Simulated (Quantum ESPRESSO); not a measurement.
**Collinear magnetic orders of SrFeO3 with Quantum ESPRESSO**

A self-consistent run ends on one state, which hangs on the start. Several orders of SrFeO3 are started in Quantum ESPRESSO and their energies compared.

Main program and level: Quantum ESPRESSO 7.5; PBEsol with U = 4.5 eV on Fe d (ortho-atomic projectors); plane waves with GBRV 1.5 PBEsol potentials, no spin-orbit coupling.

Experimental background.

For SrFeO3, cubic perovskite (floating-zone crystal annealed at 5 kbar oxygen, 2 K), “Neutron diffraction study of spin and charge ordering in SrFeO(3-delta)” (2012, arxiv:1207.0921) gives, by single-crystal neutron diffraction: moment (ordered Fe4+ moment in helical phase I) 2.96 ± 0.012 μB.

## 1. Starting point

Symmetry: Pm-3m, No. 221, cubic system. The conventional cell has a = 3.829 Å, b = 3.829 Å, c = 3.829 Å, α = 90.00°, β = 90.00°, γ = 90.00°. Sr has 12 O at 2.71 Å nearest. Nearest to Fe lie 6 O at 1.91 Å. Nearest to O lie 2 Fe at 1.91 Å and 4 Sr at 2.71 Å. Farther neighbours and most contacts between anions are not listed.

The cell comes from Materials Project 2023-11-01, a database of computed structures, and need not be the stable phase.

## 2. Run 1, typed as ferro +

The signs are those of the starting moments on the seeded atoms, the atoms that are given a moment.

pw.in

```
&CONTROL
  calculation = 'scf'
  prefix = 'pwscf'
  outdir = './tmp'
  pseudo_dir = './pseudo'
  disk_io = 'nowf'
/
&SYSTEM
  ibrav = 0
  celldm(1) = 8
  nat = 5
  ntyp = 3
  ecutwfc = 40
  ecutrho = 280
  nbnd = 33
  occupations = 'smearing'
  smearing = 'fd'
  degauss = 0.00367493
  nspin = 2
  starting_magnetization(1) = 0
  starting_magnetization(2) = 0.25
  starting_magnetization(3) = 0
/
&ELECTRONS
  conv_thr = 1d-08
  electron_maxstep = 150
  mixing_beta = 0.3
/
ATOMIC_SPECIES
Sr     87.6200 sr_pbesol_v1.uspp.F.UPF
Fe     55.8450 fe_pbesol_v1.5.uspp.F.UPF
O      15.9990 o_pbesol_v1.2.uspp.F.UPF
CELL_PARAMETERS alat
   0.9044261814408    0.0000000000000    0.0000000000000
   0.0000000000000    0.9044261814408    0.0000000000000
   0.0000000000000    0.0000000000000    0.9044261814408
ATOMIC_POSITIONS crystal
Sr      0.0000000000    0.0000000000    0.0000000000
Fe      0.5000000000    0.5000000000    0.5000000000
O       0.0000000000    0.5000000000    0.5000000000
O       0.5000000000    0.0000000000    0.5000000000
O       0.5000000000    0.5000000000    0.0000000000
K_POINTS automatic
6 6 6 0 0 0
HUBBARD {ortho-atomic}
U Fe-3d 4.5000
```

Command:

```bash
$ OMP_NUM_THREADS=1 mpirun -n 4 pw.x -nk 4 -in pw.in > pw.out
```

Output:

```text
Program PWSCF v.7.5 starts

     Message from routine setup:
     using ibrav=0 with symmetry is DISCOURAGED, use correct ibrav instead

     K-points division:     npool     =       4
     Subspace diagonalization in iterative solution of the eigenvalue problem:

     G-vector sticks info
     --------------------
     sticks:   dense  smooth     PW     G-vecs:    dense   smooth      PW
     Sum        1177     673    213                30047    13037    2301

     Using Slab Decomposition

     bravais-lattice index     =            0
     lattice parameter (alat)  =       8.0000  a.u.
     unit-cell volume          =     378.7820 (a.u.)^3
     number of atoms/cell      =            5
     number of atomic types    =            3
     number of electrons       =        44.00
     number of Kohn-Sham states=           33
     kinetic-energy cutoff     =      40.0000  Ry
     charge density cutoff     =     280.0000  Ry
     scf convergence threshold =      1.0E-08
     mixing beta               =       0.3000
     number of iterations used =            8  plain     mixing
     Exchange-correlation= SLA  PW   PSX  PSC
                           (   1   4  10   8   0   0   0)
     Hubbard projectors: ortho-atomic
     Hubbard parameters of DFT+U (Dudarev formulation) in eV:
     U(Fe-3d) =  4.5000

     Internal variables: lda_plus_u =T, lda_plus_u_kind = 0

     Internal variables: orbital_resolved =F, hub_pot_fix =F, apply_U = F

     celldm(1)=   8.000000  celldm(2)=   0.000000  celldm(3)=   0.000000
     celldm(4)=   0.000000  celldm(5)=   0.000000  celldm(6)=   0.000000

     crystal axes: (cart. coord. in units of alat)
               a(1) = (   0.904426   0.000000   0.000000 )
               a(2) = (   0.000000   0.904426   0.000000 )
               a(3) = (   0.000000   0.000000   0.904426 )

     reciprocal axes: (cart. coord. in units 2 pi/alat)
               b(1) = (  1.105673  0.000000  0.000000 )
               b(2) = (  0.000000  1.105673  0.000000 )
               b(3) = (  0.000000  0.000000  1.105673 )

     PseudoPot. # 1 for Sr read from file:
     sr_pbesol_v1.uspp.F.UPF
     Pseudo is Ultrasoft + core correction, Zval = 10.0
     Generated by new atomic code, or converted to UPF format
     Using radial grid of  883 points,  6 beta functions with:
                l(1) =   0
                l(2) =   0
                l(3) =   1
                l(4) =   1
                l(5) =   2
                l(6) =   2
     Q(r) pseudized with  6 coefficients,  rinner =    1.400   1.400   1.400
                                                       1.400   1.400

     PseudoPot. # 2 for Fe read from file:
     fe_pbesol_v1.5.uspp.F.UPF
     Pseudo is Ultrasoft + core correction, Zval = 16.0
     Generated by new atomic code, or converted to UPF format
     Using radial grid of  861 points,  6 beta functions with:
                l(1) =   0
                l(2) =   0
                l(3) =   1
                l(4) =   1
                l(5) =   2
                l(6) =   2
     Q(r) pseudized with  8 coefficients,  rinner =    1.000   1.000   1.000
                                                       1.000   1.000

     PseudoPot. # 3 for O  read from file:
     o_pbesol_v1.2.uspp.F.UPF
     Pseudo is Ultrasoft + core correction, Zval =  6.0
     Generated by new atomic code, or converted to UPF format
     Using radial grid of  737 points,  5 beta functions with:
                l(1) =   0
                l(2) =   0
                l(3) =   1
                l(4) =   1
                l(5) =   2
     Q(r) pseudized with  8 coefficients,  rinner =    0.900   0.900   0.900
                                                       0.900   0.900

     atomic species   valence    mass     pseudopotential
     Sr               10.00    87.62000     Sr( 1.00)
     Fe               16.00    55.84500     Fe( 1.00)
     O                 6.00    15.99900     O ( 1.00)

     Starting magnetic structure
     atomic species   magnetization
     Sr              0.000
     Fe              0.250
     O               0.000

     48 Sym. Ops., with inversion, found

   Cartesian axes

     site n.     atom                  positions (alat units)
         1        Sr     tau(   1) = (   0.0000000   0.0000000   0.0000000  )
         2        Fe     tau(   2) = (   0.4522131   0.4522131   0.4522131  )
         3        O      tau(   3) = (   0.0000000   0.4522131   0.4522131  )
         4        O      tau(   4) = (   0.4522131   0.0000000   0.4522131  )
         5        O      tau(   5) = (   0.4522131   0.4522131   0.0000000  )

     number of k points=    20  Fermi-Dirac smearing, width (Ry)=  0.0037
                       cart. coord. in units 2pi/alat
        k(    1) = (   0.0000000   0.0000000   0.0000000), wk =   0.0046296
        k(    2) = (   0.0000000   0.0000000   0.1842789), wk =   0.0277778
        k(    3) = (   0.0000000   0.0000000   0.3685578), wk =   0.0277778
        k(    4) = (   0.0000000   0.0000000  -0.5528367), wk =   0.0138889
        k(    5) = (   0.0000000   0.1842789   0.1842789), wk =   0.0555556
        [... 15 further k-points ...]

     Dense  grid:    30047 G-vectors     FFT dimensions: (  40,  40,  40)

     Smooth grid:    13037 G-vectors     FFT dimensions: (  30,  30,  30)

     Check: negative core charge=   -0.000023
     Generating pointlists ...
     new r_m :   0.2638 (alat units)  2.1104 (a.u.) for type    1
     new r_m :   0.1865 (alat units)  1.4923 (a.u.) for type    2
     new r_m :   0.1865 (alat units)  1.4923 (a.u.) for type    3

     Initial potential from superposition of free atoms

     starting charge      42.9692, renormalised to      44.0000

     negative rho (up, down):  3.313E-02 3.314E-02

     STARTING HUBBARD OCCUPATIONS:

     =================== HUBBARD OCCUPATIONS ===================
     ------------------------ ATOM    2 ------------------------
     Tr[ns(  2)] (up, down, total) =   5.00000  0.00000  5.00000
     Atomic magnetic moment for atom   2 =   5.00000
     [... lines left out ...]
     Number of occupied Hubbard levels =    5.0000

     Atomic wfc used for Hubbard projectors are orthogonalized

     Starting wfcs are   38 randomized atomic wfcs

     Self-consistent Calculation

     iteration #  1     ecut=    40.00 Ry     beta= 0.30
     Davidson diagonalization with overlap
     ethr =  1.00E-02,  avg # of iterations =  3.6

     =================== HUBBARD OCCUPATIONS ===================
     ------------------------ ATOM    2 ------------------------
     Tr[ns(  2)] (up, down, total) =   4.52953  0.44775  4.97728
     Atomic magnetic moment for atom   2 =   4.08179
     [... lines left out ...]
     Number of occupied Hubbard levels =    4.9773

     negative rho (up, down):  3.288E-02 3.289E-02

     total energy              =    -416.76946696 Ry
     estimated scf accuracy    <       1.26584458 Ry

     total magnetization       =     4.00 Bohr mag/cell
     absolute magnetization    =     4.36 Bohr mag/cell

     iteration #  2     ecut=    40.00 Ry     beta= 0.30
     Davidson diagonalization with overlap
     ethr =  2.88E-03,  avg # of iterations =  1.9

     negative rho (up, down):  3.291E-02 3.289E-02

     total energy              =    -416.95282192 Ry
     estimated scf accuracy    <       0.76329313 Ry

     total magnetization       =     4.04 Bohr mag/cell
     absolute magnetization    =     4.06 Bohr mag/cell

     iteration #  3     ecut=    40.00 Ry     beta= 0.30
     Davidson diagonalization with overlap
     ethr =  1.73E-03,  avg # of iterations =  1.2

     negative rho (up, down):  3.308E-02 3.305E-02

     total energy              =    -417.05735495 Ry
     estimated scf accuracy    <       0.07955554 Ry

     total magnetization       =     4.01 Bohr mag/cell
     absolute magnetization    =     4.25 Bohr mag/cell

     [... further iterations left out ...]

     iteration #  9     ecut=    40.00 Ry     beta= 0.30
     Davidson diagonalization with overlap
     ethr =  2.29E-08,  avg # of iterations =  1.3

     negative rho (up, down):  3.377E-02 3.374E-02

     total energy              =    -417.07186216 Ry
     estimated scf accuracy    <       0.00000063 Ry

     total magnetization       =     4.08 Bohr mag/cell
     absolute magnetization    =     4.29 Bohr mag/cell

     iteration # 10     ecut=    40.00 Ry     beta= 0.30
     Davidson diagonalization with overlap
     ethr =  1.44E-09,  avg # of iterations =  2.0

     negative rho (up, down):  3.377E-02 3.375E-02

     total energy              =    -417.07186238 Ry
     estimated scf accuracy    <       0.00000011 Ry

     total magnetization       =     4.08 Bohr mag/cell
     absolute magnetization    =     4.29 Bohr mag/cell

     iteration # 11     ecut=    40.00 Ry     beta= 0.30
     Davidson diagonalization with overlap
     ethr =  2.53E-10,  avg # of iterations =  2.0

     negative rho (up, down):  3.377E-02 3.375E-02

     total energy              =    -417.07186245 Ry
     estimated scf accuracy    <       0.00000007 Ry

     total magnetization       =     4.08 Bohr mag/cell
     absolute magnetization    =     4.29 Bohr mag/cell

     iteration # 12     ecut=    40.00 Ry     beta= 0.30
     Davidson diagonalization with overlap
     ethr =  1.66E-10,  avg # of iterations =  1.2

     negative rho (up, down):  3.377E-02 3.375E-02

     Magnetic moment per site  (integrated on atomic sphere of radius R)
     atom   1 (R=0.264)  charge=  7.5349  magn=  0.0068
     atom   2 (R=0.187)  charge= 12.7850  magn=  3.4880
     atom   3 (R=0.187)  charge=  5.2650  magn=  0.0709
     atom   4 (R=0.187)  charge=  5.2650  magn=  0.0709
     atom   5 (R=0.187)  charge=  5.2650  magn=  0.0709

     End of self-consistent calculation

     =================== HUBBARD OCCUPATIONS ===================
     ------------------------ ATOM    2 ------------------------
     Tr[ns(  2)] (up, down, total) =   4.74967  0.97344  5.72311
     Atomic magnetic moment for atom   2 =   3.77623
     [... lines left out ...]
     Number of occupied Hubbard levels =    5.7231

     [... lines left out ...]
     the Fermi energy is    10.5412 ev

!    total energy              =    -417.07186249 Ry
     estimated scf accuracy    <          2.4E-09 Ry
     smearing contrib. (-TS)   =      -0.00031638 Ry
     internal energy E=F+TS    =    -417.07154611 Ry

     The total energy is F=E-TS. E is the sum of the following terms:
     one-electron contribution =    -201.89230949 Ry
     hartree contribution      =     124.91552319 Ry
     xc contribution           =     -68.82713025 Ry
     ewald contribution        =    -271.43107296 Ry
     Hubbard energy            =       0.16344340 Ry

     total magnetization       =     4.08 Bohr mag/cell
     absolute magnetization    =     4.29 Bohr mag/cell

     convergence has been achieved in  12 iterations

=------------------------------------------------------------------------------=
   JOB DONE.
=------------------------------------------------------------------------------=
```

Elapsed: 11 s, on 4 MPI ranks of Arm Neoverse V2, shared host; peak memory 0.4 GiB.

Spin moment in the atom's sphere by atom:

| atom | spin moment in the atom's sphere (μB) |
| --- | --- |
| Sr1 | 0.01 |
| Fe2 | 3.49 |
| O3 | 0.07 |
| O4 | 0.07 |
| O5 | 0.07 |

Numbers from this step:

```yaml
smearing_term_ts: 0.004305 eV
magnetization: 4.083 μB
absolute_magnetization: 4.291 μB
final_state: ferromagnetic
```

[end of part 1 of 2]

[Logs and program files are shortened in this print: banners, set-up blocks, solver, clock and traceback lines can be left out without a mark of their own.]

[Logs are printed without paths, hosts, clocks, repeated set-up lines and the standing remarks that a program may print on its own settings, such as how far it seeks lower states.]

[Hosts, paths, dates, database ids (printed as entryN), source tags and the programs' standing remarks are cut or masked in the printed files.]

[Where a cell is said to come from a database of computed structures, the database is the Materials Project.]
